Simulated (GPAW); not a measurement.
**PbO (Litharge): optical spectrum from first principles**

Wanted: where PbO (Litharge) starts to absorb, how strongly, and its refractive index. The cell comes from an older database entry, whose edges can differ from later determinations, mostly by under a per cent.

Program: GPAW 26.7.0. Level of theory: DFT, PBE, plane-wave PAW (GPAW data sets), scalar-relativistic, RPA, optical limit. Results are calculated unless marked as measured.

The database entry behind the starting cell differs from later determinations by our own check (an axis about 0.4 % long against later determinations), so it need not match the best structure at ambient conditions.

## Step 1: Starting point

Symmetry: P4/nmm, No. 129, tetragonal system. Conventional cell: a = 3.990 Å, b = 3.990 Å, c = 5.010 Å, α = 90.00°, β = 90.00°, γ = 90.00°. Nearest to Pb lie 4 O at 2.33 Å. O has 4 Pb at 2.33 Å nearest. Farther neighbours and most contacts between anions are not listed.

Structure file:

```cif
data_structure
_symmetry_space_group_name_H-M 'P4/nmm:1'
_symmetry_Int_Tables_number 129
_cell_length_a 3.9900
_cell_length_b 3.9900
_cell_length_c 5.0100
_cell_angle_alpha 90.000
_cell_angle_beta 90.000
_cell_angle_gamma 90.000
_cell_volume 79.76
loop_
_atom_site_label
_atom_site_type_symbol
_atom_site_symmetry_multiplicity
_atom_site_Wyckoff_symbol
_atom_site_fract_x
_atom_site_fract_y
_atom_site_fract_z
_atom_site_occupancy
Pb1 Pb 2 c 0.50000 0.00000 0.76000 1
O1 O 2 a 0.50000 0.50000 0.00000 1
```

## Step 2: Ground state

First the ground state: is it a metal or has it a gap?

This step: DFT, PBE, plane-wave PAW (GPAW data sets), scalar-relativistic, ground state (GPAW 26.7.0).

gs.py

```python
from ase import Atoms
from ase.dft.bandgap import bandgap
from gpaw import GPAW, PW, FermiDirac

atoms = Atoms(['Pb', 'Pb', 'O', 'O'],
              cell=[[3.990000000000, 0.000000000000, 0.000000000000],
                    [0.000000000000, 3.990000000000, 0.000000000000],
                    [0.000000000000, 0.000000000000, 5.010000000000]],
              scaled_positions=[[0.500000000000, 0.000000000000, 0.760000000000],
                                [0.000000000000, 0.500000000000, 0.240000000000],
                                [0.500000000000, 0.500000000000, 0.000000000000],
                                [0.000000000000, 0.000000000000, 0.000000000000]],
              pbc=[True, True, True])
atoms.calc = GPAW(mode=PW(500), xc='PBE', kpts={'size': (6, 6, 5), 'gamma': True},
                  occupations=FermiDirac(0.05), maxiter=150, txt='gs.txt')
print('energy (eV)', atoms.get_potential_energy())
print('Fermi level (eV)', atoms.calc.get_fermi_level())
print('valence electrons', atoms.calc.get_number_of_electrons())
print('gap (eV)', bandgap(atoms.calc, output=None)[0])
print('direct gap (eV)', bandgap(atoms.calc, direct=True, output=None)[0])
atoms.calc.write('gs.gpw')
```

Launch:

```bash
$ OMP_NUM_THREADS=1 python gs.py
```

Numbers of over 12 decimals in the logs are rounded to 6 here.

The log of the run:

```text
__  _  _
 | _ |_)|_||  |
 |__||  | ||/\| - 26.7.0

Versions:
  Python: 3.12.14
  ASE:    3.29.0
  Numpy:  2.5.5
  Scipy:  1.18.1
  Libxc:  7.0.0

Input parameters:
  mode=PW(ecut=500.0),
  kpts=MonkhorstPack(size=(6, 6, 5), gamma=True),
  maxiter=150,
  occupations=Occupations(name='fermi-dirac', width=0.05, fixmagmom=False),
  xc=XC(name='PBE')

Diagonalizing LCAO Hamiltonian
Converting LCAO to pw mode
   .---------.
  /|         |
 * |         |
 | |  Pb     |
 | |         |
 | |         |
 |Pb---------.
 |/    O    /
 O---------*

Atoms  # Å, Bohr magnetons
|   | symbol |        x |        y |        z |    initial magnetic moments |
| 0 |     Pb | 1.995000 | 0.000000 | 3.807600 | ( 0.0000,  0.0000,  0.0000) |
| 1 |     Pb | 0.000000 | 1.995000 | 1.202400 | ( 0.0000,  0.0000,  0.0000) |
| 2 |      O | 1.995000 | 1.995000 | 0.000000 | ( 0.0000,  0.0000,  0.0000) |
| 3 |      O | 0.000000 | 0.000000 | 0.000000 | ( 0.0000,  0.0000,  0.0000) |

Unit cell  # Å
| periodic |        x |        y |        z |  lengths |    angles |
|      yes | 3.990000 | 0.000000 | 0.000000 | 3.990000 | 90.000000 |
|      yes | 0.000000 | 3.990000 | 0.000000 | 3.990000 | 90.000000 |
|      yes | 0.000000 | 0.000000 | 5.010000 | 5.010000 | 90.000000 |

Number of symmetries: 8
Symmetry operations  # r_c * U_cc + t_c -> r_c
|   | kind |            matrix            |
| 0 |  E   |  1, 0, 0,  0, 1, 0,  0, 0, 1 |
| 1 |  σ   |  1, 0, 0,  0,-1, 0,  0, 0, 1 |
| 2 |  C2  |  0, 1, 0,  1, 0, 0,  0, 0,-1 |
| 3 |  S4  |  0, 1, 0, -1, 0, 0,  0, 0,-1 |
| 4 |  S4  |  0,-1, 0,  1, 0, 0,  0, 0,-1 |
| 5 |  C2  |  0,-1, 0, -1, 0, 0,  0, 0,-1 |
| 6 |  σ   | -1, 0, 0,  0, 1, 0,  0, 0, 1 |
| 7 |  C2  | -1, 0, 0,  0,-1, 0,  0, 0, 1 |

BZ-sampling:
  Number of BZ points: 180
  Number of IBZ points: 30

  Monkhorst-Pack size: [6, 6, 5]
  Monkhorst-Pack shift: [0.083333, 0.083333, 0.0]

K-points  # in reciprocal-cell coordinates
|     |                                coordinates |     weight |
|   0 | (  0.00000000,   0.00000000,   0.00000000) | 0.00555556 |
|   1 | (  0.00000000,   0.00000000,   0.20000000) | 0.01111111 |
|   2 | (  0.00000000,   0.00000000,   0.40000000) | 0.01111111 |
|   3 | (  0.16666667,   0.00000000,   0.00000000) | 0.02222222 |
|   4 | (  0.16666667,   0.00000000,   0.20000000) | 0.04444444 |
|   5 | (  0.16666667,   0.00000000,   0.40000000) | 0.04444444 |
|   6 | (  0.16666667,   0.16666667,   0.00000000) | 0.02222222 |
|   7 | (  0.16666667,   0.16666667,   0.20000000) | 0.04444444 |
|   8 | (  0.16666667,   0.16666667,   0.40000000) | 0.04444444 |
|   9 | (  0.33333333,   0.00000000,   0.00000000) | 0.02222222 |
| ... |                                            |            |
|  29 | (  0.50000000,   0.50000000,   0.40000000) | 0.01111111 |

Plane wave coefficients: 2051
Cutoff: 500.0 eV

Spin-components: 1 (collinear spins)
Bands:           26
Projectors:      22
Spin-degeneracy: 2
Datatype:        complex128

Parallelization:
  kpt:    1
  domain: 1
  band:   1

Density:
  Valence electrons: 40.0
  Components: 1
  Grid points: [21 21 27]
  Charge: 0.0  # |e|

Potential:
  Grid points: [21 21 27]

species:
  Pb:
    name:    Lead
    id:
    Z:       82.0
    valence: 14
    core:    68
    charge:  0.0  # [|e|]
    compensation charges:
      type: gauss
      rc: 0.38  # [Å]
      lmax: 2
    cutoffs:
      filter: 2.36  # [Å]
      core: 2.43  # [Å]
    projectors
    | kind |    occ | energy [eV] | rcut [Å] |
    |   6s |  2.000 |     -11.969 |    1.259 |
    |   6p |  2.000 |      -3.506 |    1.275 |
    |   5d | 10.000 |     -21.211 |    1.217 |
    |    s |        |      15.243 |    1.259 |
    |    p |        |      23.705 |    1.275 |
    |    d |        |       6.001 |    1.217 |

    Using partial waves for Pb as LCAO basis

  O:
    name:    Oxygen
    id:
    Z:       8.0
    valence: 6
    core:    2
    charge:  0.0  # [|e|]
    compensation charges:
      type: gauss
      rc: 0.21  # [Å]
      lmax: 2
    cutoffs:
      filter: 1.17  # [Å]
      core: 0.83  # [Å]
    projectors
    | kind |    occ | energy [eV] | rcut [Å] |
    |   2s |  2.000 |     -23.961 |    0.688 |
    |   2p |  4.000 |      -9.029 |    0.598 |
    |    s |        |       3.251 |    0.688 |
    |    p |        |      18.182 |    0.598 |
    |    d |        |       0.000 |    0.619 |

    Using partial waves for O as LCAO basis

Reference energy: -1138630.631331  # eV

eigensolver:
  PPCG
  Converge bands: occupied
  niter=2

density mixing:
  MSR1-Mixer
  Pratt-step length: 0.05
  Maximum mixing coefficient: 0.75
  Old densities: 10
  SVD Regularization: 0.005
  Good broyden scale: 1.0
  Trust region scale: 1.0
  Backstep threshold: 4.0
  History deletion threshold: 6.0
  Fourier metric: weight=20.0, sigma=0.015

occupation numbers:
  Fermi-Dirac:
    width: 0.0500  # eV

poisson solver:
  ecut: 4000.0  # eV

xc functional:
  name: PBE with 2 nearest neighbor stencil

convergence criteria:
- Maximum [total energy] change in last 3 cyles: 0.0005 eV / valence electron
- Maximum integral of absolute [dens]ity change: 0.0001 electrons / valence electron
- Maximum integral of absolute [eigenst]ate change: 4e-08 eV^2 / valence electron
maximum number of iterations: 150

SCF iterations
|iter     |      energy | eigst |  dens |
|iter:   1||  -25.445842 | +0.15 |       |
|iter:   2||  -24.144186 | -1.00 | -0.97 |
|iter:   3||  -21.601736 | -0.37 | -1.04 |
|iter:   4||  -21.574878 | -2.44 | -1.51 |
|iter:   5||  -21.571349 | -2.45 | -1.71 |
|iter:   6||  -21.571865c| -3.63 | -2.57 |
|iter:   7||  -21.572109c| -4.88 | -2.99 |
|iter:   8||  -21.572121c| -5.36 | -3.58 |
|iter:   9||  -21.572115c| -6.06 | -3.91 |
|iter:  10||  -21.572116c| -7.38 | -4.45c|
|iter:  11||  -21.572116c| -7.55c| -4.82c|

Converged in 11 steps
SCF loop duration: 51.056 s (4.641 s/step)
Energy contributions relative to reference atoms: (reference = -1138630.631331)

Energy contributions:
  Kinetic:          38.522839
  Coulomb:         -36.636523
  Zero:             -0.156787
  External:          0.000000
  Xc:              -23.301644
  Entropy:          -0.000000
  Spinorbit:         0.000000
  ----------------------------
  Free energy:     -21.572116
  Extrapolated:    -21.572116

dipole moment: (-27.979117, -27.979117, -28.253816)  # |e|*Ang

Fermi level: 6.213
Eigenvalues  # (at kpt = [0.000, 0.000, 0.000])
| band index |      eig [eV] | occ [0-2] |
|          0 |       -12.694 |     2.000 |
|        ... |               |           |
|         12 |        -1.458 |     2.000 |
|         13 |        -1.075 |     2.000 |
|         14 |         1.421 |     2.000 |
|         15 |         1.421 |     2.000 |
|         16 |         3.943 |     2.000 |
|         17 |         4.009 |     2.000 |
|         18 |         4.009 |     2.000 |
|         19 |         5.633 |     2.000 |
|         20 |         8.019 |     0.000 |
|         21 |        11.150 |     0.000 |
|         22 |        11.150 |     0.000 |
|         23 |        11.181 |     0.000 |
|         24 |        12.206 |     0.000 |
|         25 |        12.206 |     0.000 |

Gap: 1.127 eV
Transition (v -> c):
  (s=0, k=0, n=19, [0.00, 0.00, 0.00]) -> (s=0, k=27, n=20, [0.50, 0.50, 0.00])
Direct/indirect transitions are different
Direct gap: 2.117 eV
Transition at: (s=0, k=27, n=19, [0.50, 0.50, 0.00])

--- standard output ---
energy (eV) -21.572116
Fermi level (eV) 6.212546
valence electrons 40.0
gap (eV) 1.126855
direct gap (eV) 2.116901
```

Elapsed: 55 s, on 1 thread of Arm Neoverse N1, shared host; peak memory 0.18 GiB.

This step gave:

```
energy                 : -21.57 eV
Fermi energy           : 6.213 eV
gap on the k-mesh      : 1.127 eV
direct gap on the mesh : 2.117 eV
electrons              : 40
```

There is a gap, 1.13 eV on this mesh (points off the mesh can give less), so no carriers' term is needed.

## Step 3: Bands for the response

At the fixed density, many empty bands are solved on the mesh of the response, since the spectrum sums over them.

This step: DFT, PBE, plane-wave PAW (GPAW data sets), scalar-relativistic, bands at fixed density (GPAW 26.7.0).

nscf.py

```python
from ase.dft.bandgap import bandgap
from gpaw import GPAW, FermiDirac

calc = GPAW('gs.gpw').fixed_density(kpts={'size': (8, 8, 6), 'gamma': True}, nbands=84, convergence={'bands': 78},
                                    occupations=FermiDirac(0.001), txt='nscf.txt')
print('gap (eV)', bandgap(calc, output=None)[0])
print('direct gap (eV)', bandgap(calc, direct=True, output=None)[0])
print('top band over the Fermi level (eV)', min(calc.get_eigenvalues(kpt=k)[77] for k in range(len(calc.get_ibz_k_points()))) - calc.get_fermi_level())
calc.write('full.gpw', mode='all')
```

Launch:

```bash
$ OMP_NUM_THREADS=1 python nscf.py
```

The log of the run:

```text
Diagonalizing LCAO Hamiltonian
Converting LCAO to pw mode
convergence criteria:
- Maximum integral of absolute [eigenst]ate change: 4e-08 eV^2 / valence electron
maximum number of iterations: 150

SCF iterations
|iter     |      energy | eigst |  dens |
|iter:   1||             | +3.73 |       |
|iter:   2||             | +2.55 |       |
|iter:   3||             | +1.65 |       |
|iter:   4||             | +0.79 |       |
|iter:   5||             | +0.14 |       |
|iter:   6||             | -0.45 |       |
|iter:   7||             | -0.95 |       |
|iter:   8||             | -1.45 |       |
|iter:   9||             | -1.95 |       |
|iter:  10||             | -2.48 |       |
|iter:  11||             | -2.98 |       |
|iter:  12||             | -3.51 |       |
|iter:  13||             | -3.99 |       |
|iter:  14||             | -4.49 |       |
|iter:  15||             | -4.92 |       |
|iter:  16||             | -5.41 |       |
|iter:  17||             | -5.84 |       |
|iter:  18||             | -6.33 |       |
|iter:  19||             | -6.75 |       |
|iter:  20||             | -7.11 |       |
|iter:  21||             | -7.44c|       |
SCF steps: 21
  __  _  _
 | _ |_)|_||  |
 |__||  | ||/\| - 26.7.0

Versions:
  Python: 3.12.14
  ASE:    3.29.0
  Numpy:  2.5.5
  Scipy:  1.18.1
  Libxc:  7.0.0

Input parameters:
  mode=PW(ecut=500.0),
  convergence={'bands': 78},
  gpts=array([21, 21, 27]),
  kpts=MonkhorstPack(size=(8, 8, 6), gamma=True),
  maxiter=150,
  nbands=84,
  occupations=Occupations(name='fermi-dirac', width=0.001, fixmagmom=False),
  parallel={},
  xc=XC(name='PBE')

--- standard output ---
gap (eV) 1.125716
direct gap (eV) 2.116901
top band over the Fermi level (eV) 39.176858
```

The job ended after 10 min (1 thread; peak memory 0.35 GiB).

Read-outs, printed or worked out from the files:

```
gap on the k-mesh : 1.126 eV
```

[end of part 1 of 2]

[Machine, clock and banner lines and Python warnings are left out of the logs.]

[Logs are printed without paths, hosts, clocks, repeated set-up lines and the standing remarks that a program may print on its own settings, such as how far it seeks lower states.]

[Hosts, paths, dates, database ids (printed as entryN), source tags and the programs' standing remarks are cut or masked in the printed files.]
